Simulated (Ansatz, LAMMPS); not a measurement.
**Site preference of a vacancy of Si in glassy 69SiO2-19Al2O3-6SrO-6Li2O (mol %) (106 atoms)**

At which site of glassy 69SiO2-19Al2O3-6SrO-6Li2O (mol %) (106 atoms) does a vacancy of Si cost least, and what about the site decides it?

Calculated with Ansatz 0.2.0; Kohn-Sham DFT, PBE, PAW (set soft_2), plane waves.

## Step 1: The starting structure

The cell holds 106 atoms: 22 Si, 12 Al, 2 Sr, 4 Li and 66 O. Its edges and angles: a = 11.040 Å, b = 11.040 Å, c = 11.040 Å, α = 90.0°, β = 90.0°, γ = 90.0°. 106 atoms (22 Si, 12 Al, 2 Sr, 4 Li, 66 O) placed at random at 2.72 g/cm³, melted at 4000 K for 10 ps at fixed volume with the Morse and Coulomb pair potential with partial charges (Pedone, Malavasi, Menziani, Cormack and Segre, J. Phys. Chem. B 110, 11780 (2006)). Quenched from 4000 K to 300 K at 50 K/ps and fixed volume, held 5 ps.

Limits known from the start: The quench rate of 50 K/ps is orders of magnitude faster than experiment, which tends to freeze in extra defects. The starting topology of bonds comes from the classical model, and needn't be the one that DFT or experiment would give. Sampling is at Γ alone, for a cell whose shortest periodic width is 11 Å.

## Step 2: Single point at the start

The forces at the start show how far the geometry lies from a minimum of this functional.

Contents of input.yaml:

```yaml
crystal:
  lattice:
    - [11.0396, 0.0, 0.0]
    - [0.0, 11.0396, 0.0]
    - [0.0, 0.0, 11.0396]
  atoms:
    - { symbol: Si, position: [0.80045, 0.13251, 0.45268] }
    - { symbol: Si, position: [0.04659, 0.7079, 0.38372] }
    - { symbol: Si, position: [0.44909, 0.19598, 0.62488] }
    - { symbol: Si, position: [0.46537, 0.14774, 0.16547] }
    - { symbol: Si, position: [0.89669, 0.39616, 0.631] }
    - { symbol: Si, position: [0.7135, 0.86146, 0.37872] }
    - { symbol: Si, position: [0.25888, 0.70692, 0.72559] }
    - { symbol: Si, position: [0.05022, 0.07305, 0.82967] }
    - { symbol: Si, position: [0.49061, 0.91005, 0.01793] }
    - { symbol: Si, position: [0.73008, 0.97495, 0.87565] }
    - { symbol: Si, position: [0.73279, 0.49101, 0.11644] }
    - { symbol: Si, position: [0.60283, 0.5766, 0.77593] }
    - { symbol: Si, position: [0.98816, 0.64929, 0.75426] }
    - { symbol: Si, position: [0.85334, 0.88134, 0.12783] }
    - { symbol: Si, position: [0.96848, 0.64117, 0.03954] }
    - { symbol: Si, position: [0.2355, 0.88174, 0.92763] }
    - { symbol: Si, position: [0.16652, 0.88114, 0.20019] }
    - { symbol: Si, position: [0.72684, 0.18807, 0.71842] }
    - { symbol: Si, position: [0.39099, 0.92725, 0.59226] }
    - { symbol: Si, position: [0.21565, 0.50017, 0.1073] }
    - { symbol: Si, position: [0.04784, 0.28278, 0.03337] }
    - { symbol: Si, position: [0.65629, 0.82935, 0.64043] }
    - { symbol: Al, position: [0.01335, 0.09653, 0.25603] }
    - { symbol: Al, position: [0.81419, 0.53305, 0.3803] }
    - { symbol: Al, position: [0.4415, 0.79973, 0.26949] }
    - { symbol: Al, position: [0.39492, 0.4627, 0.62789] }
    - { symbol: Al, position: [0.06656, 0.14956, 0.57748] }
    - { symbol: Al, position: [0.58338, 0.27993, 0.37775] }
    - { symbol: Al, position: [0.55898, 0.57117, 0.30462] }
    - { symbol: Al, position: [0.81844, 0.41905, 0.88832] }
    - { symbol: Al, position: [0.29069, 0.57032, 0.37533] }
    - { symbol: Al, position: [0.26649, 0.07567, 0.36683] }
    - { symbol: Al, position: [0.48122, 0.62046, 0.04359] }
    - { symbol: Al, position: [0.92528, 0.86425, 0.59483] }
    - { symbol: Sr, position: [0.05618, 0.36411, 0.38086] }
    - { symbol: Sr, position: [0.2918, 0.2255, 0.8665] }
    - { symbol: Li, position: [0.59829, 0.23642, 0.95825] }
    - { symbol: Li, position: [0.52168, 0.02099, 0.40382] }
    - { symbol: Li, position: [0.36613, 0.33696, 0.35103] }
    - { symbol: Li, position: [0.77314, 0.26337, 0.22512] }
    - { symbol: O, position: [0.33627, 0.46282, 0.48526] }
    - { symbol: O, position: [0.72685, 0.01178, 0.40088] }
    - { symbol: O, position: [0.58849, 0.92533, 0.91635] }
    - { symbol: O, position: [0.93134, 0.98974, 0.17625] }
    - { symbol: O, position: [0.74741, 0.83249, 0.52089] }
    - { symbol: O, position: [0.53827, 0.90221, 0.59849] }
    - { symbol: O, position: [0.80603, 0.31417, 0.7394] }
    - { symbol: O, position: [0.48822, 0.19677, 0.47723] }
    - { symbol: O, position: [0.14382, 0.01112, 0.26403] }
    - { symbol: O, position: [0.36074, 0.93847, 0.95983] }
    - { symbol: O, position: [0.97374, 0.79758, 0.46637] }
    - { symbol: O, position: [0.98948, 0.29692, 0.58089] }
    - { symbol: O, position: [0.17251, 0.164, 0.45405] }
    - { symbol: O, position: [0.08369, 0.79018, 0.2717] }
    - { symbol: O, position: [0.94719, 0.5025, 0.71358] }
    - { symbol: O, position: [0.0956, 0.58331, 0.0925] }
    - { symbol: O, position: [0.8468, 0.56343, 0.06528] }
    - { symbol: O, position: [0.25764, 0.75069, 0.86893] }
    - { symbol: O, position: [0.54041, 0.42096, 0.3311] }
    - { symbol: O, position: [0.15141, 0.95975, 0.84609] }
    - { symbol: O, position: [0.33407, 0.58751, 0.70547] }
    - { symbol: O, position: [0.42163, 0.64468, 0.31907] }
    - { symbol: O, position: [0.0077, 0.00073, 0.57576] }
    - { symbol: O, position: [0.16088, 0.36886, 0.04775] }
    - { symbol: O, position: [0.36684, 0.30101, 0.66509] }
    - { symbol: O, position: [0.54399, 0.47626, 0.68787] }
    - { symbol: O, position: [0.98962, 0.65092, 0.89771] }
    - { symbol: O, position: [0.1681, 0.87551, 0.05916] }
    - { symbol: O, position: [0.01043, 0.23908, 0.17365] }
    - { symbol: O, position: [0.92982, 0.13794, 0.38256] }
    - { symbol: O, position: [0.10994, 0.15428, 0.73033] }
    - { symbol: O, position: [0.91984, 0.03507, 0.82195] }
    - { symbol: O, position: [0.60394, 0.56683, 0.14556] }
    - { symbol: O, position: [0.52981, 0.60786, 0.89768] }
    - { symbol: O, position: [0.73355, 0.5276, 0.81967] }
    - { symbol: O, position: [0.61696, 0.70632, 0.6966] }
    - { symbol: O, position: [0.30546, 0.85653, 0.24169] }
    - { symbol: O, position: [0.57295, 0.19205, 0.24165] }
    [... 22 atom lines left out ...]
    - { symbol: O, position: [0.56087, 0.84944, 0.35371] }
    - { symbol: O, position: [0.07283, 0.16082, 0.95675] }
    - { symbol: O, position: [0.35013, 0.15765, 0.26388] }
    - { symbol: O, position: [0.43722, 0.21601, 0.03865] }
    - { symbol: O, position: [0.95053, 0.35814, 0.95935] }
    - { symbol: O, position: [0.58457, 0.2088, 0.6808] }
kpoints:
  mp_grid: { grid: [1, 1, 1] }
hamiltonian:
  xc: pbe
scf:
  occupations: { method: fermi_dirac, width: 0.05 }
output:
  forces: true
```

Launch:

```
$ ansatz run input.yaml --threads 4 --pin off --max-ram 8192MiB --backend cpu --events-out ev --progress --plain --runs-dir out
```

Numbers of over 12 decimals in the logs are rounded to 6 here.

The program printed:

```text
Engine: ansatz 0.2.0, x86_64-unknown-linux-gnu
Pseudopotentials: kind: paw
Pseudopotential: Si, paw, valence charge 4, recommended cutoff 420 eV (normal), Si.paw.azcp
Pseudopotential: Al, paw, valence charge 3, recommended cutoff 420 eV (normal), Al.paw.azcp
Pseudopotential: Sr, paw, valence charge 10, recommended cutoff 420 eV (normal), Sr.paw.azcp
Pseudopotential: Li, paw, valence charge 3, recommended cutoff 420 eV (normal), Li.paw.azcp
Pseudopotential: O, paw, valence charge 6, recommended cutoff 420 eV (normal), O.paw.azcp
[... 5 lines on functional and potentials left out ...]
Crystal: 106 atoms, lattice volume = 1345.427 Å³
Basis set: ecut = 420 eV, 26193 PW (Γ), exchange–correlation on 150×150×150 points (8 copies of the dense FFT grid, shifted against one another)
Bands: 382, of which v1, the nominal top of the filled ones, is band 276 counted from 1 (275 counted from 0)
Symmetry: 1 space group operations
Space group: P1 (ITA 1), of the structure as read, at distance tolerance 1.1e-4 Å
k-points: 1
[... 11 lines on functional and potentials left out ...]
Initial density: superposition of atomic densities (neutral atoms: chi_scale 0, normalization atom), corrected by the library's trained network
Initial wavefunctions: pseudopotential atomic-orbital guess
Functional: x = pbe(κ = 0.804, μ = 0.219515), c = pbe(β = 0.066725)
SCF iter   1: F=—  HF=-65912.222256 eV  |F-HF|=—  |Δ(HF+E_count)|=         —  Δρ=2.14e-3  dr2=8.00e-2  ethr=1.77e-3  ⟨swp⟩=7.0  Hψ=1980  notcnv=0  defer=51
preconditioner: auto → Resta (q_TF=auto, 2.352 Å⁻¹)  ε∞=3.2  [insulator: Δε(μ)=3.060 eV  Ē_g=15.856 eV  σ=0.050 eV  W_gap=1.00  n_scr=304 (ndim 8)  ℏωp=23.5 eV  f_vac=0.117  D(μ)=0.00/eV (n_scr^D=0)  ε∞_Penn≈3.2]
SCF iter   2: F=—  HF=-65912.228823 eV  |F-HF|=—  |Δ(HF+E_count)|=   6.57e-3  Δρ=1.16e-3  dr2=2.11e-2  ethr=1.45e-5  ⟨swp⟩=2.0  Hψ=622  notcnv=0  defer=95
SCF iter   3: F=—  HF=-65912.231761 eV  |F-HF|=—  |Δ(HF+E_count)|=   2.94e-3  Δρ=5.46e-4  dr2=5.61e-3  ethr=3.83e-6  ⟨swp⟩=2.0  Hψ=498  notcnv=0  defer=33
automatic band count: iteration 3 solves 320 bands in place of 382: the levels show a gap, and the empty bands left out lie too high to hold charge; the band table lists the bands solved (type scf.n_extra_bands for more)
SCF iter   4: F=—  HF=-65912.231321 eV  |F-HF|=—  |Δ(HF+E_count)|=   4.40e-4  Δρ=1.59e-4  dr2=3.64e-4  ethr=1.02e-6  ⟨swp⟩=2.0  Hψ=498  notcnv=0  defer=33
SCF iter   5: F=—  HF=-65912.231425 eV  |F-HF|=—  |Δ(HF+E_count)|=   1.04e-4  Δρ=8.74e-5  dr2=8.71e-5  ethr=6.59e-8  ⟨swp⟩=2.0  Hψ=503  notcnv=0  defer=33
SCF iter   6: F=—  HF=-65912.229144 eV  |F-HF|=—  |Δ(HF+E_count)|=   2.28e-3  Δρ=3.03e-5  dr2=1.12e-5  ethr=1.58e-8  ⟨swp⟩=2.0  Hψ=596  notcnv=0  defer=35
SCF iter   7: F=—  HF=-65912.229147 eV  |F-HF|=—  |Δ(HF+E_count)|=   3.36e-6  Δρ=9.81e-6  dr2=1.35e-6  ethr=2.03e-9  ⟨swp⟩=2.0  Hψ=500  notcnv=0  defer=35
SCF iter   8: F=—  HF=-65912.229149 eV  |F-HF|=—  |Δ(HF+E_count)|=   1.34e-6  Δρ=7.14e-6  dr2=5.79e-7  ethr=2.44e-10  ⟨swp⟩=2.0  Hψ=534  notcnv=0  defer=35
SCF iter   9: F=-65912.229149 eV  HF=-65912.229149 eV  |F-HF|=2.05e-8  |Δ(HF+E_count)|=   9.66e-9  Δρ=1.52e-6  dr2=3.34e-8  ethr=1.81e-11  ⟨swp⟩=3.0  Hψ=1132  notcnv=0
SCF 1 converged in 9 iterations: F = -65912.229149 eV  dr2 = 3.34e-8
  greatest PAW one-centre occupation: 1.000 electrons in one spin orbital (limit 2), on the Li atom at site 36 (counted from 0), in its partial waves of l = 0
SCF converged after 9 iterations
Free energy (F): -65912.229149 eV
Harris-Foulkes:  -65912.229149 eV  (|F-HF|=2.05e-8)
Internal energy: -65912.229149 eV  (E = F + TS)
E sigma→0 (E₀):  -65912.229149 eV
Fermi energy:    6.248595 eV
--- Per-component energies (eV) ---
  E_band       = -2406.513332
  E_kinetic    = 13679.062965
  E_local      = -35184.116718  (includes V_loc(G=0)·N_el)
  E_nonlocal   = 4098.323940
  E_hartree    = 12862.254812
  E_xc         = -7016.055377
  E_vxc        = -8056.378777  (∫ρ·V_xc dr)
  E_paw        = -32866.162977  (= ΣΔE_a)
  E_vpaw       = -2668.075973  (= ΣTr[D̂ρ^β])
  E_aug_tail   = 0.168917  (compensation charges beyond the density's cutoff)
  E_ewald      = -21485.704710
  E_smearing   = -0.000000  (= −TS)
  E_closure    = 0.000000  (closes the sum)
  Σ components = -65912.229149   (vs F -65912.229149, Δ=0.00e0)
--- Forces (eV/Å), atoms counted from 1 ---
  atom   1  Si    -0.18798983    -1.73409550    -0.16575454
  atom   2  Si     1.86161491     0.92948716     1.56678543
  atom   3  Si     3.31711074    -1.70833399    -3.31275302
  atom   4  Si    -3.30245539    -0.92247684    -1.80103221
  atom   5  Si     0.28226055    -1.82541098     2.32506099
  atom   6  Si    -2.13942230     1.01958752    -1.94732510
  atom   7  Si    -0.10094116    -0.78335586     1.17128528
  atom   8  Si     1.66088134    -0.72651626     2.26489854
  atom   9  Si    -0.55990317     0.48643339     1.45587258
  atom  10  Si     0.59757482    -0.99443131    -0.09094452
  atom  11  Si     0.22074294     0.97499031     1.59294609
  atom  12  Si     0.39956908     0.30207057    -0.39130313
  atom  13  Si     0.61605672    -2.77478341    -0.43389409
  atom  14  Si    -0.47765321     0.94406103     0.12251680
[...]
atom 105  O     -1.53848443     0.84540957    -0.96382897
  atom 106  O      1.09490918     0.38112919     1.28069393
  max |Σ_I F_I| component: 1.38e-4 eV/Å
```

It took 11 s on 4 threads of Intel Xeon 6975P-C (Granite Rapids), shared host; peak memory 1.9 GiB; 22 s of CPU time.

The r.m.s. force at the start is 1.2 eV/Å.

## Step 3: Relaxation

With the cell held, the atoms are moved downhill towards a nearby minimum.

Contents of input.yaml:

```yaml
crystal:
  lattice:
    - [11.0396, 0.0, 0.0]
    - [0.0, 11.0396, 0.0]
    - [0.0, 0.0, 11.0396]
  atoms:
    [... the 106 atom lines of step 2 ...]
kpoints:
  mp_grid: { grid: [1, 1, 1] }
hamiltonian:
  xc: pbe
scf:
  occupations: { method: fermi_dirac, width: 0.05 }
output:
  forces: true
relax:
  f_tol: 0.05
  max_steps: 120
```

The program printed:

```text
[...]
Crystal: 106 atoms, lattice volume = 1345.427 Å³
Basis set: ecut = 420 eV, 26193 PW (Γ), exchange–correlation on 150×150×150 points (8 copies of the dense FFT grid, shifted against one another)
Bands: 382, of which v1, the nominal top of the filled ones, is band 276 counted from 1 (275 counted from 0)
Symmetry: 1 space group operations
[...]
k-points: 1
[...]
SCF iter   1: F=—  HF=-65912.222257 eV  |F-HF|=—  |Δ(HF+E_count)|=         —  Δρ=2.14e-3  dr2=8.00e-2  ethr=1.77e-3  ⟨swp⟩=7.0  Hψ=1980  notcnv=0  defer=51
[...]
SCF iter   6: F=-65912.229144 eV  HF=-65912.229144 eV  |F-HF|=1.46e-7  |Δ(HF+E_count)|=   8.72e-6  Δρ=2.97e-5  dr2=1.10e-5  ethr=1.13e-8  ⟨swp⟩=4.0  Hψ=1098  notcnv=0
SCF 1 converged in 6 iterations: F = -65912.229144 eV  dr2 = 1.10e-5
[...]
relax step   1: F+E_penalty+E_count = -65912.22914390 eV  Δ(F+E_penalty+E_count) = +0.000e0 eV  max|allowed force component| = 4.202e0 eV/Å  Δτ_max = 0.0000 Å  (6 SCF iters, dr2 threshold 6.25e-5 eV, accepted)
[...]
relax step   2: F+E_penalty+E_count = -65915.81629983 eV  Δ(F+E_penalty+E_count) = -3.587e0 eV  max|allowed force component| = 2.503e0 eV/Å  Δτ_max = 0.1975 Å  (6 SCF iters, dr2 threshold 1.00e-4 eV, accepted)
[...]
relax step   3: F+E_penalty+E_count = -65918.54951205 eV  Δ(F+E_penalty+E_count) = -2.733e0 eV  max|allowed force component| = 1.074e0 eV/Å  Δτ_max = 0.1963 Å  (6 SCF iters, dr2 threshold 1.00e-4 eV, accepted)
relax step   4: F+E_penalty+E_count = -65919.36026804 eV  Δ(F+E_penalty+E_count) = -8.108e-1 eV  max|allowed force component| = 9.737e-1 eV/Å  Δτ_max = 0.2000 Å  (7 SCF iters, dr2 threshold 1.00e-4 eV, accepted)
relax step   5: F+E_penalty+E_count = -65919.62499689 eV  Δ(F+E_penalty+E_count) = -2.647e-1 eV  max|allowed force component| = 3.312e-1 eV/Å  Δτ_max = 0.0912 Å  (5 SCF iters, dr2 threshold 1.00e-4 eV, accepted)
relax step   6: F+E_penalty+E_count = -65919.72262258 eV  Δ(F+E_penalty+E_count) = -9.763e-2 eV  max|allowed force component| = 2.269e-1 eV/Å  Δτ_max = 0.0448 Å  (6 SCF iters, dr2 threshold 1.27e-5 eV, accepted)
relax step   7: F+E_penalty+E_count = -65919.81742529 eV  Δ(F+E_penalty+E_count) = -9.480e-2 eV  max|allowed force component| = 4.773e-1 eV/Å  Δτ_max = 0.2000 Å  (8 SCF iters, dr2 threshold 5.96e-6 eV, accepted)
relax step   8: F+E_penalty+E_count = -65919.87245011 eV  Δ(F+E_penalty+E_count) = -5.502e-2 eV  max|allowed force component| = 1.253e-1 eV/Å  Δτ_max = 0.0962 Å  (5 SCF iters, dr2 threshold 1.00e-4 eV, accepted)
relax step   9: F+E_penalty+E_count = -65919.85932827 eV  Δ(F+E_penalty+E_count) = +1.312e-2 eV  max|allowed force component| = 2.957e-1 eV/Å  Δτ_max = 0.2000 Å  (9 SCF iters, rejected (line search))
relax step  10: F+E_penalty+E_count = -65919.89810302 eV  Δ(F+E_penalty+E_count) = -2.565e-2 eV  max|allowed force component| = 6.333e-2 eV/Å  Δτ_max = 0.0576 Å  (9 SCF iters, accepted)
relax step  11: F+E_penalty+E_count = -65919.89839635 eV  Δ(F+E_penalty+E_count) = -2.933e-4 eV  max|allowed force component| = 1.244e-1 eV/Å  Δτ_max = 0.0482 Å  (8 SCF iters, accepted)
relax step  12: F+E_penalty+E_count = -65919.90286302 eV  Δ(F+E_penalty+E_count) = -4.467e-3 eV  max|allowed force component| = 6.846e-2 eV/Å  Δτ_max = 0.0449 Å  (6 SCF iters, dr2 threshold 3.95e-6 eV, accepted)
relax step  13: F+E_penalty+E_count = -65919.90087025 eV  Δ(F+E_penalty+E_count) = +1.993e-3 eV  max|allowed force component| = 1.021e-1 eV/Å  Δτ_max = 0.0634 Å  (8 SCF iters, rejected (line search))
[...]
relax step  14: F+E_penalty+E_count = -65919.90552051 eV  Δ(F+E_penalty+E_count) = -2.657e-3 eV  max|allowed force component| = 2.043e-2 eV/Å  Δτ_max = 0.0249 Å  (7 SCF iters, accepted)
SCF converged after 7 iterations
Free energy (F): -65919.905521 eV
[...]
Internal energy: -65919.905521 eV  (E = F + TS)
E sigma→0 (E₀):  -65919.905521 eV
Fermi energy:    5.844469 eV
[...]
--- Forces (eV/Å), atoms counted from 1 ---
  atom   1  Si    -0.00535215    -0.00335073     0.00186250
  atom   2  Si     0.01669076    -0.00321509    -0.00181528
  atom   3  Si     0.00992139     0.00467733    -0.01720844
  atom   4  Si    -0.00378911    -0.00830997     0.01858030
  atom   5  Si     0.00175819     0.00361025     0.01026648
  atom   6  Si    -0.00046445    -0.00791586    -0.00955840
  atom   7  Si     0.00193752     0.00837920     0.00123817
  atom   8  Si    -0.00483198     0.00932865     0.00053731
  atom   9  Si     0.00772927    -0.01155309     0.00892447
  atom  10  Si     0.00335386     0.00300137     0.00245842
  atom  11  Si     0.00118458     0.00435817     0.00246428
  atom  12  Si     0.00753058    -0.00184190     0.00295045
  atom  13  Si     0.00450530     0.00002932    -0.00565527
  atom  14  Si    -0.00595659    -0.00289768    -0.00108558
[...]
atom 105  O     -0.01126671     0.00528886     0.00207154
  atom 106  O     -0.00746905    -0.00923373     0.00409250
  max |Σ_I F_I| component: 6.16e-5 eV/Å
--- Relaxed structure (14 steps of the walk, 12 accepted, 0 SCFs on fresh bases) ---
  F+E_penalty+E_count = -65919.90552051 eV   max|allowed force component| = 2.043e-2 eV/Å
  atoms:
    - { symbol: Si, position: [0.793666, 0.136085, 0.452401] }
    - { symbol: Si, position: [0.044746, 0.688649, 0.372201] }
    - { symbol: Si, position: [0.458026, 0.212137, 0.632330] }
    - { symbol: Si, position: [0.463606, 0.144632, 0.165106] }
[...]
- { symbol: O, position: [0.585979, 0.232323, 0.704505] }
```

It took 64 s on 4 threads; peak memory 1.9 GiB; 3.9 min of CPU time.

The relaxation converged after 14 steps, 7.68 eV below its start, with a largest force component of 0.020 eV/Å.

(Part 1 of 4 ends here.)

[Logs are printed without paths, hosts, clocks, repeated set-up lines and the standing remarks that a program may print on its own settings, such as how far it seeks lower states.]

[Hosts, paths, dates, database ids (printed as entryN), source tags and the programs' standing remarks are cut or masked in the printed files.]
